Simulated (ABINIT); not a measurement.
An input for ABINIT 10.8.3 (Diamond (Fd-3m, 2 atoms a cell)):

```
acell 3*1.0 Angstrom
rprim 
  -0.000000000000 1.783370000000 1.783370000000
  1.783370000000 -0.000000000000 1.783370000000
  1.783370000000 1.783370000000 0.000000000000
ntypat 1
znucl 6
natom 2
typat 1 1
xred 
  0.000000000000 0.000000000000 -0.000000000000
  0.250000000000 0.250000000000 0.250000000000
pp_dirpath "pseudos"
pseudos "C.upf"
ecut 37
ngkpt 8 8 8
nshiftk 1
shiftk 0 0 0
kptopt 1
chksymbreak 0
istwfk *1
occopt 1
irdwfk 1
optdriver 3
nband 66
ecuteps 9
inclvkb 2
awtr 1
symchi 1
gwcalctyp 2
nfreqre 16
freqremax 40 eV
nfreqim 8
spmeth 1
nomegasf 120
indata_prefix "in"
outdata_prefix "out"
tmpdata_prefix "tmp"
```

```sh
OMP_NUM_THREADS=1 mpirun -n 8 abinit run.abi > log
```

How long will it take on 8 MPI ranks of Arm Neoverse N1, shared host, and how much memory?

It took 1.8 min; on shared hardware allow 55 s to 3.7 min. Peak host memory was 1.2 GiB.

[Paths, hosts, dates, memory and timing lines, banners, echoed tables and standing remarks are left out of the program output.]

[Logs are printed without paths, hosts, clocks, repeated set-up lines and the standing remarks that a program may print on its own settings, such as how far it seeks lower states.]

[Runs of the session that timed out or met a known fault of the program may be left out.]

[Hosts, paths, dates, database ids (printed as entryN), source tags and the programs' standing remarks are cut or masked in the printed files.]

[G0W0 gaps are taken among the corrected bands and points alone; a level outside them can change the order at an edge.]

[Where Ansatz stands beside ABINIT at settings called matched, ABINIT's density can come from a denser mesh and the files from another edition; pairs whose starting gaps differed by over 0.03 eV were left out, so agreement reads better than it is.]
